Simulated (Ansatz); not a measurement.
# N on Nb(110): change of the work function, part 3 of 4

Wanted: Δφ(θ) for N/Nb(110), starting from the hollow site.

Ansatz 0.2.0; plane-wave DFT, PBE, Ansatz PAW.

So far, work function, upper face (eV): step 2 (the clean slab) 4.49; step 3 (37 atoms, coverage 0.111 ML, cell 3x3) 4.49.

### 4. The covered slab, k-mesh 6×6×1, coverage 0.25 ML

System of this step: Nb16N (N/Nb(110)). The cell holds 17 atoms: 16 Nb and 1 N. Its edges and angles: a = 5.716 Å, b = 5.716 Å, c = 26.774 Å, α = 90.0°, β = 90.0°, γ = 70.5°. Vacuum lies along c.

Another coverage, to see how the dipoles act on each other as their distance changes.

The input, input.yaml:

```yaml
crystal:
  lattice:
    - [4.6669047558, -3.3, 0.0]
    - [4.6669047558, 3.3, 0.0]
    - [0.0, 0.0, 26.7744808207]
  atoms:
    - { symbol: Nb, position: [0.0, 0.0, 0.3361409717] }
    - { symbol: Nb, position: [0.25, 0.25, 0.4232930773] }
    - { symbol: Nb, position: [0.0, 0.0, 0.5115348261] }
    - { symbol: Nb, position: [0.25, 0.25, 0.5955904945] }
    - { symbol: Nb, position: [0.0, 0.5, 0.3361409717] }
    - { symbol: Nb, position: [0.25, 0.75, 0.4232930773] }
    - { symbol: Nb, position: [0.0, 0.5, 0.5115348261] }
    - { symbol: Nb, position: [0.25, 0.75, 0.5955904945] }
    - { symbol: Nb, position: [0.5, 0.0, 0.3361409717] }
    - { symbol: Nb, position: [0.75, 0.25, 0.4232930773] }
    - { symbol: Nb, position: [0.5, 0.0, 0.5115348261] }
    - { symbol: Nb, position: [0.75, 0.25, 0.5955904945] }
    - { symbol: Nb, position: [0.5, 0.5, 0.3361409717] }
    - { symbol: Nb, position: [0.75, 0.75, 0.4232930773] }
    - { symbol: Nb, position: [0.5, 0.5, 0.5115348261] }
    - { symbol: Nb, position: [0.75, 0.75, 0.5955904945] }
    - { symbol: "N", position: [0.42, 0.42, 0.6638590283] }
kpoints:
  mp_grid: { grid: [6, 6, 1] }
hamiltonian:
  xc: pbe
scf:
  occupations: { method: fermi_dirac, width: 0.1 }
  convergence: { dr2_threshold: 1.0e-08 }
efield:
  axis: 3
  dipole_correction: true
  ramp_position: 0.97
  ramp_width: 0.06
relax:
  f_tol: 0.02
  max_steps: 60
  constraints: [{ sites: [0, 1, 4, 5, 8, 9, 12, 13] }]
output:
  dos: { projected: true, e_range: [-8, 4] }
  write_potential: true
  write_density: true
  volumetric_format: npy
  elf: true
```

The run is started by

```sh
$ ansatz run input.yaml --threads 4 --pin off --max-ram 16384MiB --backend cpu --events-out ev --progress --plain --runs-dir out
```

Numbers of over 12 decimals in the logs are rounded to 6 here.

Output:

```text
[...]
Crystal: 17 atoms, lattice volume = 824.696 Å³
Basis set: ecut = 420 eV, 16125 PW (Γ), exchange–correlation on 80×80×360 points (8 copies of the dense FFT grid, shifted against one another)
Bands: 128, of which v1, the nominal top of the filled ones, is band 107 counted from 1 (106 counted from 0)
Symmetry: 2 space group operations
[...]
k-points: 13 of 36 (time reversal used)
[...]
SCF iter   1: F=—  HF=-73212.107792 eV  |F-HF|=—  |Δ(HF+E_count)|=         —  Δρ=8.90e-3  dr2=1.16e1  ethr=1.77e-3  p=-0.204 e·Å  D=-4.47e-2 V/Å  ΔV_dip=1.20 eV  dr2_dipole=5.96e-1  V_vac-E_F(+/−)=6.10/4.91 eV  ⟨swp⟩=8.8  Hψ=7970  notcnv=0
[...]
SCF iter   9: F=-73211.769443 eV  HF=-73211.769443 eV  |F-HF|=1.40e-8  |Δ(HF+E_count)|=   7.58e-8  Δρ=6.90e-7  dr2=8.20e-9  ethr=4.69e-12  p=-0.242 e·Å  D=-5.30e-2 V/Å  ΔV_dip=1.42 eV  dr2_dipole=5.02e-12  V_vac-E_F(+/−)=5.95/4.53 eV  ⟨swp⟩=12.0  Hψ=12626  notcnv=0
SCF 1 converged in 9 iterations: F = -73211.769443 eV  dr2 = 8.20e-9
[...]
relax step   1: F+E_penalty+E_count = -73211.76944267 eV  Δ(F+E_penalty+E_count) = +0.000e0 eV  max|allowed force component| = 5.227e0 eV/Å  Δτ_max = 0.0000 Å  (9 SCF iters, accepted)
[...]
SCF iter  10: F=-73213.290988 eV  HF=-73213.290988 eV  |F-HF|=1.09e-8  |Δ(HF+E_count)|=   2.25e-8  Δρ=2.68e-7  dr2=1.11e-9  ethr=4.69e-12  p=-0.167 e·Å  D=-3.66e-2 V/Å  ΔV_dip=0.98 eV  dr2_dipole=2.49e-10  V_vac-E_F(+/−)=5.51/4.53 eV  ⟨swp⟩=9.1  Hψ=10830  notcnv=0
SCF 2 converged in 10 iterations: F = -73213.290988 eV  dr2 = 1.11e-9
relax step   2: F+E_penalty+E_count = -73213.29098800 eV  Δ(F+E_penalty+E_count) = -1.522e0 eV  max|allowed force component| = 4.721e0 eV/Å  Δτ_max = 0.1949 Å  (10 SCF iters, accepted)
[...]
SCF iter  10: F=-73214.325009 eV  HF=-73214.325009 eV  |F-HF|=5.37e-9  |Δ(HF+E_count)|=   1.88e-8  Δρ=2.56e-7  dr2=1.10e-9  ethr=4.69e-12  p=-0.083 e·Å  D=-1.82e-2 V/Å  ΔV_dip=0.49 eV  dr2_dipole=1.92e-10  V_vac-E_F(+/−)=5.02/4.53 eV  ⟨swp⟩=10.5  Hψ=11841  notcnv=0
SCF 3 converged in 10 iterations: F = -73214.325009 eV  dr2 = 1.10e-9
[...]
relax step   3: F+E_penalty+E_count = -73214.32500869 eV  Δ(F+E_penalty+E_count) = -1.034e0 eV  max|allowed force component| = 2.457e0 eV/Å  Δτ_max = 0.1950 Å  (10 SCF iters, accepted)
[...]
relax step   4: F+E_penalty+E_count = -73214.70841761 eV  Δ(F+E_penalty+E_count) = -3.834e-1 eV  max|allowed force component| = 5.673e-1 eV/Å  Δτ_max = 0.1948 Å  (9 SCF iters, accepted)
[...]
relax step   5: F+E_penalty+E_count = -73214.73344162 eV  Δ(F+E_penalty+E_count) = -2.502e-2 eV  max|allowed force component| = 3.444e-1 eV/Å  Δτ_max = 0.1904 Å  (9 SCF iters, accepted)
[...]
relax step   6: F+E_penalty+E_count = -73214.77326012 eV  Δ(F+E_penalty+E_count) = -3.982e-2 eV  max|allowed force component| = 1.158e-1 eV/Å  Δτ_max = 0.0724 Å  (9 SCF iters, accepted)
[...]
relax step   7: F+E_penalty+E_count = -73214.77495164 eV  Δ(F+E_penalty+E_count) = -1.692e-3 eV  max|allowed force component| = 3.314e-2 eV/Å  Δτ_max = 0.0097 Å  (7 SCF iters, accepted)
[...]
relax step   8: F+E_penalty+E_count = -73214.77538075 eV  Δ(F+E_penalty+E_count) = -4.291e-4 eV  max|allowed force component| = 2.071e-2 eV/Å  Δτ_max = 0.0110 Å  (7 SCF iters, accepted)
[...]
relax step   9: F+E_penalty+E_count = -73214.77542686 eV  Δ(F+E_penalty+E_count) = -4.611e-5 eV  max|allowed force component| = 2.875e-2 eV/Å  Δτ_max = 0.0101 Å  (7 SCF iters, accepted)
SCF iter   1: F=—  HF=-73214.776166 eV  |F-HF|=—  |Δ(HF+E_count)|=         —  Δρ=2.16e-4  dr2=1.31e-3  ethr=3.25e-6  p=-0.025 e·Å  D=-5.44e-3 V/Å  ΔV_dip=0.15 eV  dr2_dipole=5.04e-5  V_vac-E_F(+/−)=4.67/4.53 eV  ⟨swp⟩=2.0  Hψ=2616  notcnv=0
[...]
SCF iter   6: F=-73214.775527 eV  HF=-73214.775527 eV  |F-HF|=1.70e-8  |Δ(HF+E_count)|=   1.12e-7  Δρ=7.14e-7  dr2=8.58e-9  ethr=4.69e-12  p=-0.025 e·Å  D=-5.45e-3 V/Å  ΔV_dip=0.15 eV  dr2_dipole=8.02e-10  V_vac-E_F(+/−)=4.67/4.53 eV  ⟨swp⟩=9.0  Hψ=12908  notcnv=0
SCF 10 converged in 6 iterations: F = -73214.775527 eV  dr2 = 8.58e-9
relax step  10: F+E_penalty+E_count = -73214.77552730 eV  Δ(F+E_penalty+E_count) = -1.004e-4 eV  max|allowed force component| = 2.026e-3 eV/Å  Δτ_max = 0.0041 Å  (6 SCF iters, accepted)
[...]
SCF converged after 6 iterations
Free energy (F): -73214.775527 eV
[...]
Internal energy: -73214.084578 eV  (E = F + TS)
E sigma→0 (E₀):  -73214.430053 eV
Entropy (-TS):   -0.690949 eV (-40.644 meV/atom)
Fermi energy:    3.485168 eV
Dipole field:    D = -0.005432 V/Å  (p = -0.024758 e·Å, saw-weighted, corrected)
Work function:   Φ+ = 4.6726 eV   Φ− = 4.5271 eV
[...]
--- Forces (eV/Å), atoms counted from 1 ---
  atom   1  Nb     0.04838463    -0.00000000     0.29781360
  atom   2  Nb    -0.11544974     0.00000000    -0.18028686
  atom   3  Nb     0.00202562     0.00000000    -0.00127004
  atom   4  Nb    -0.00088814    -0.00000000     0.00127665
  atom   5  Nb     0.00615231     0.03177482     0.27716496
  atom   6  Nb     0.03838694    -0.03058907    -0.37724645
  atom   7  Nb    -0.00176927    -0.00059581     0.00079603
  atom   8  Nb     0.00015686     0.00083920     0.00026236
  atom   9  Nb     0.00615231    -0.03177482     0.27716496
  atom  10  Nb     0.03838694     0.03058907    -0.37724645
  atom  11  Nb    -0.00176927     0.00059581     0.00079603
  atom  12  Nb     0.00015686    -0.00083920     0.00026236
  atom  13  Nb    -0.04603944     0.00000000     0.38995370
  atom  14  Nb     0.02577306    -0.00000000    -0.31016968
  atom  15  Nb    -0.00021375    -0.00000000    -0.00133130
  atom  16  Nb     0.00095057     0.00000000     0.00080242
  atom  17  N     -0.00044140    -0.00000000     0.00119341
  max |Σ_I F_I| component: 6.43e-5 eV/Å
--- Band table (eV; the first three rows and the last of 13) ---
  k-point 0: bands = [... 103 lower, 3.6600, 3.6824, 3.8420, 4.0045, 4.2527, 4.3037, 4.6493, 5.0384, ... 17 higher]
  k-point 1: bands = [... 103 lower, 3.4658, 3.5196, 3.7033, 3.8708, 3.9765, 4.1821, 4.4269, 4.5647, ... 17 higher]
  k-point 2: bands = [... 103 lower, 3.1462, 3.2818, 3.3853, 3.4224, 3.5702, 3.7377, 3.7962, 3.8678, ... 17 higher]
  k-point 12: bands = [... 103 lower, 3.2770, 3.5401, 3.5805, 3.6121, 3.6427, 3.6562, 3.6671, 3.7767, ... 17 higher]
--- Relaxed structure (10 steps of the walk, 10 accepted, 0 SCFs on fresh bases) ---
  F+E_penalty+E_count = -73214.77552730 eV   max|allowed force component| = 2.026e-3 eV/Å
  atoms:
    - { symbol: Nb, position: [0.0, 0.0, 0.336141] }
    - { symbol: Nb, position: [0.250000, 0.250000, 0.423293] }
    - { symbol: Nb, position: [-0.0012804, -0.0012804, 0.511282] }
    - { symbol: Nb, position: [0.234959, 0.234959, 0.601531] }
    - { symbol: Nb, position: [-2.7755575615628914e-17, 0.5, 0.336141] }
    - { symbol: Nb, position: [0.250000, 0.750000, 0.423293] }
    - { symbol: Nb, position: [-0.00320555, 0.497868, 0.512034] }
    - { symbol: Nb, position: [0.252328, 0.733716, 0.598241] }
    - { symbol: Nb, position: [0.5, -2.7755575615628914e-17, 0.336141] }
    - { symbol: Nb, position: [0.750000, 0.250000, 0.423293] }
    - { symbol: Nb, position: [0.497868, -0.00320555, 0.512034] }
    - { symbol: Nb, position: [0.733716, 0.252328, 0.598241] }
    - { symbol: Nb, position: [0.500000, 0.500000, 0.336141] }
    - { symbol: Nb, position: [0.750000, 0.750000, 0.423293] }
    - { symbol: Nb, position: [0.498020, 0.498020, 0.509997] }
    - { symbol: Nb, position: [0.747247, 0.747247, 0.592886] }
    - { symbol: N, position: [0.423286, 0.423286, 0.637225] }
```

Wall time 7.1 min (4 threads of Arm Neoverse V1, shared host); peak memory 2.9 GiB; 27 min of CPU time.

Step by step:

| step | energy less that of the first step (eV) | largest force component (eV/Å) |
| --- | --- | --- |
| 1 | 0.0000 | 5.2275 |
| 2 | -1.5215 | 4.7205 |
| 3 | -2.5556 | 2.4569 |
| 4 | -2.9390 | 0.5673 |
| 5 | -2.9640 | 0.3444 |
| 6 | -3.0038 | 0.1158 |
| 7 | -3.0055 | 0.0331 |
| 8 | -3.0059 | 0.0207 |
| 9 | -3.0060 | 0.0287 |
| 10 | -3.0061 | 0.0020 |

Forces are held to the 2 operations that the run works with; a distortion that breaks them can't arise in this run.

The atoms that moved most (Å):

| atom | dx | dy | dz | length |
| --- | --- | --- | --- | --- |
| N17 | 0.031 | 0.000 | -0.713 | 0.714 |
| Nb4 | -0.140 | 0.000 | 0.159 | 0.212 |
| Nb8 | -0.065 | -0.061 | 0.071 | 0.114 |
| Nb12 | -0.065 | 0.061 | 0.071 | 0.114 |
| Nb16 | -0.026 | 0.000 | -0.072 | 0.077 |
| Nb15 | -0.018 | 0.000 | -0.041 | 0.045 |
| Nb11 | -0.025 | -0.004 | 0.013 | 0.028 |
| Nb7 | -0.025 | 0.004 | 0.013 | 0.028 |

The relaxed structure:

```xyz
17
Lattice="4.6669 -3.3000 0.0000 4.6669 3.3000 0.0000 0.0000 0.0000 26.7745" Properties=species:S:1:pos:R:3
Nb    0.0000    0.0000    9.0000
Nb    2.3335    0.0000   11.3335
Nb   -0.0120    0.0000   13.6893
Nb    2.1931    0.0000   16.1057
Nb    2.3335    1.6500    9.0000
Nb    4.6669    1.6500   11.3335
Nb    2.3085    1.6535   13.7094
Nb    4.6018    1.5886   16.0176
Nb    2.3335   -1.6500    9.0000
Nb    4.6669   -1.6500   11.3335
Nb    2.3085   -1.6535   13.7094
Nb    4.6018   -1.5886   16.0176
Nb    4.6669    0.0000    9.0000
Nb    7.0004    0.0000   11.3335
Nb    4.6484    0.0000   13.6549
Nb    6.9747    0.0000   15.8742
N     3.9509    0.0000   17.0614
```

Numbers from this step:

```
energy at zero smearing        : -73214.4301 eV
work function, upper face      : 4.673 eV
work function, lower face      : 4.527 eV
dipole along the normal        : -0.02476 e·Å
step between the vacuum levels : 0.1454 eV
```

The density of states has structure finer than the step of the table below, so its rows give means over 0.25 eV, whole bins alone (the curve runs from -8 to 1.5 eV). Peaks (eV: height): -1.950: 31.7, -1.530: 33.6, -1.470: 33.8, -1.380: 33.5, -1.260: 35.0, -1.080: 26.7, -0.510: 30.1.

The density of states by energy, zero at the Fermi level; means over each step:

| energy (eV) | density of states (states/eV a cell) |
| --- | --- |
| -5.75 | 0 |
| -5.50 | 0.263 |
| -5.25 | 1.11 |
| -5.00 | 1.35 |
| -4.75 | 3.55 |
| -4.50 | 5.72 |
| -4.25 | 8.42 |
| -4.00 | 10.1 |
| -3.75 | 5.61 |
| -3.50 | 6.68 |
| -3.25 | 16.7 |
| -3.00 | 16.6 |
| -2.75 | 19.0 |
| -2.50 | 22.8 |
| -2.25 | 17.5 |
| -2.00 | 16.6 |
| -1.75 | 16.3 |
| -1.50 | 27.5 |
| -1.25 | 27.6 |
| -1.00 | 23.0 |
| -0.75 | 22.5 |
| -0.50 | 27.6 |
| -0.25 | 24.4 |
| 0.00 | 21.5 |
| 0.25 | 19.2 |
| 0.50 | 11.6 |
| 0.75 | 11.6 |
| 1.00 | 13.0 |
| 1.25 | 13.0 |

Projected DOS per atom over height of the atomic layer and energy from the Fermi level. Layers: Nb4 Nb4 Nb4 Nb4 N from below.

Values in states/eV, 22 rows by 5 columns, each cell a mean:
```
1.06 0.56 0.56 0.97 0.24
0.93 0.57 0.54 0.85 0.27
1.19 0.53 0.59 0.93 0.27
1.48 1.21 1.10 1.47 0.27
2.27 1.40 1.40 1.49 0.27
1.60 1.16 1.31 1.46 0.29
1.85 1.92 1.73 1.45 0.24
0.98 1.09 1.34 1.04 0.37
1.01 0.93 1.04 1.03 0.29
1.38 1.55 1.42 0.92 0.24
0.86 1.44 1.23 0.59 0.23
0.45 0.67 0.67 0.40 0.21
0.19 0.22 0.26 0.65 2.87
0.12 0.15 0.18 0.70 2.76
0.05 0.10 0.15 0.35 1.13
0.04 0.10 0.09 0.04 0.05
0.00 0.01 0.01 0.00 0.00
0.00 0.00 0.00 0.00 0.00
0.00 0.00 0.00 0.00 0.00
0.00 0.00 0.00 0.00 0.00
0.00 0.00 0.00 0.00 0.00
0.00 0.00 0.00 0.00 0.00
```
Columns: height of the atomic layer (Å) from 9 to 17.1 (not evenly spaced); rows upwards: energy from the Fermi level (eV) from -7.96 to 1.45.

Valence density in the ca plane at fractional y = 0.000, with atoms of Nb within 0.2 Å of it. It is the smooth field of the valence electrons, not physical close to the nuclei.

Values in e/Å³, 8 rows by 16 columns, each cell a mean:
```
3.4 1.3 0.2 0.2 1.2 3.5 0.5 0.2 0.1 0.0 0.0 0.0 0.0 0.0 0.0 0.0
0.5 0.3 0.2 0.3 0.3 0.5 0.2 0.3 0.1 0.0 0.0 0.0 0.0 0.0 0.0 0.0
0.9 0.4 0.2 0.2 0.4 0.8 0.3 0.3 0.1 0.0 0.0 0.0 0.0 0.0 0.0 0.0
4.2 1.7 0.2 0.2 1.5 4.2 0.6 0.2 0.1 0.0 0.0 0.0 0.0 0.0 0.0 0.0
3.4 1.3 0.2 0.2 1.2 3.6 0.5 0.2 0.1 0.0 0.0 0.0 0.0 0.0 0.0 0.0
0.5 0.3 0.2 0.3 0.3 0.5 0.2 0.3 0.2 0.0 0.0 0.0 0.0 0.0 0.0 0.0
0.9 0.4 0.2 0.2 0.4 0.9 0.3 0.2 0.2 0.0 0.0 0.0 0.0 0.0 0.0 0.0
4.1 1.7 0.2 0.2 1.6 4.1 0.6 0.2 0.1 0.0 0.0 0.0 0.0 0.0 0.0 0.0
```
Columns run along c (16.0 Å, from fractional 0.32 to 0.92 of the cell), rows up along a (5.7 Å). Atoms in or near the plane, at fractional coordinates: Nb at (0.34, 0.00), Nb at (0.51, 0.00), Nb at (0.34, 0.50), Nb at (0.51, 0.50).

Electrostatic potential energy in the ca plane at fractional y = 0.000, with atoms of Nb within 0.2 Å of it. With pseudopotentials it is smooth inside the atoms' cores, unlike the true potential.

Ten even steps from '0' (-66 eV) to '9' (8 eV), each cell a mean:
```
10027999999850003799999999999999999999999999
53368999999974336899999999999999999999999999
87789999999998788999999999999999999999999999
98899999999999899999999999999999999999999999
87789999999998788999999999999999999999999999
53358999999975346899999999999999999999999999
10027999999861003799999999999999999999999999
10026999999850002799999999999999999999999999
31147999999862014899999999999999999999999999
75678999999986567999999999999999999999999999
88899999999998889999889999999999999999999999
88899999999998889999889999999999999999999999
75678999999986568999999999999999999999999999
30147999999862015899999999999999999999999999
10016999999850003799999999999999999999999999
```
Columns run along c (16.0 Å, from fractional 0.32 to 0.92 of the cell; values clipped at the 3rd and 97th percentile), rows up along a (5.7 Å). Atoms in or near the plane, at fractional coordinates: Nb at (0.34, 0.00), Nb at (0.51, 0.00), Nb at (0.34, 0.50), Nb at (0.51, 0.50).

ELF in the ca plane at fractional y = 0.000, with atoms of Nb within 0.2 Å of it. It is the smooth field of the valence electrons, not physical close to the nuclei.

Ten even steps from '0' (0.00) to '9' (0.76), each cell a mean:
```
97894464454269688346656776421000000000000000
79853453345337984255434555321000000000000000
34434543345533433465333443210000000000000000
33345643345653334664333433110000000000000000
34434543345533433454334442100000000000000000
79863554345337984244334543100000000000000000
97784464454269788345445543100000000000000000
94695465454379369446545543100000000000000000
99973454345359997345444443100000000000000000
46643553345425763354334443210000000000000000
33335643345643334664334443210000000000000000
33335543345643334664334554310000000000000000
46643553345424653354345676421000000000000000
99973454345359996346567887531000000000000000
94595465454378379447778887531000000000000000
```
Columns run along c (16.0 Å, from fractional 0.32 to 0.92 of the cell), rows up along a (5.7 Å). Atoms in or near the plane, at fractional coordinates: Nb at (0.34, 0.00), Nb at (0.51, 0.00), Nb at (0.34, 0.50), Nb at (0.51, 0.50).

The relaxation took 10 steps and lowered the energy by 3.0 eV; the largest force on the free atoms ends at 0.0020 eV/Å.

By hand: a sheet of dipoles makes a step −p/(ε₀A) in the electron's potential. With e/ε₀ = 180.95 V·Å, p = -0.02476 e·Å and A = 30.80 Å², that is −180.95 × (-0.02476) / 30.80 = +0.145 eV, and the two vacuum levels of the run differ by +0.145 eV.

The covered face has 4.67 eV, +0.18 eV against the clean one; the bare back face has moved by -0.00 eV, a measure of how thin the slab is.

### 5. The covered slab, k-mesh 6×6×1, coverage 0.5 ML

System of this step: Nb8N (N/Nb(110)). The cell holds 18 atoms: 16 Nb and 2 N. Cell: a = 5.716 Å, b = 5.716 Å, c = 26.774 Å, α = 90.0°, β = 90.0°, γ = 70.5°. Vacuum lies along c.

Another coverage, to see how the dipoles act on each other as their distance changes.

input.yaml, as its differences from that of step 4:

```diff
@@ -23,2 +23,3 @@
     - { symbol: "N", position: [0.42, 0.42, 0.6638590283] }
+    - { symbol: "N", position: [0.92, 0.42, 0.6638590283] }
 kpoints:
```

Output:

```text
[...]
Crystal: 18 atoms, lattice volume = 824.696 Å³
Basis set: ecut = 420 eV, 16125 PW (Γ), exchange–correlation on 80×80×360 points (8 copies of the dense FFT grid, shifted against one another)
Bands: 131, of which v1, the nominal top of the filled ones, is band 109 counted from 1 (108 counted from 0)
Symmetry: 2 space group operations
[...]
- { symbol: Nb, position: [0.254813, 0.731750, 0.596551] }
[...]
- { symbol: Nb, position: [0.500000, 0.500000, 0.336141] }
    - { symbol: Nb, position: [0.750000, 0.750000, 0.423293] }
    - { symbol: Nb, position: [0.494982, 0.499011, 0.509971] }
    - { symbol: Nb, position: [0.754813, 0.731750, 0.596551] }
    - { symbol: N, position: [0.404363, 0.428121, 0.638672] }
    - { symbol: N, position: [0.904363, 0.428121, 0.638672] }
[key lines of the parts left out:]
SCF converged after 7 iterations
Free energy (F): -73600.148408 eV
Fermi energy:    3.420919 eV
Dipole field:    D = -0.022542 V/Å  (p = -0.102735 e·Å, saw-weighted, corrected)
Work function:   Φ+ = 5.1455 eV   Φ− = 4.5420 eV
```

Run time: 9.2 min. Hardware: 4 threads; peak memory 3.4 GiB; 36 min of CPU time.

(Part 3 of 4 ends here.)

[Logs are printed without paths, hosts, clocks, repeated set-up lines and the standing remarks that a program may print on its own settings, such as how far it seeks lower states.]

[Hosts, paths, dates, database ids (printed as entryN), source tags and the programs' standing remarks are cut or masked in the printed files.]

[Maps of the electrostatic potential energy from Ansatz leave out the sawtooth potential of an applied field or a dipole correction, so their vacuum need not be flat; planar profiles and work functions include it.]

[The density of states shown here was stored with 400 of the rows of the run's finer table, so its peaks can read low, often by over a quarter, or be missed, and its means over a window can be off by a tenth or more.]
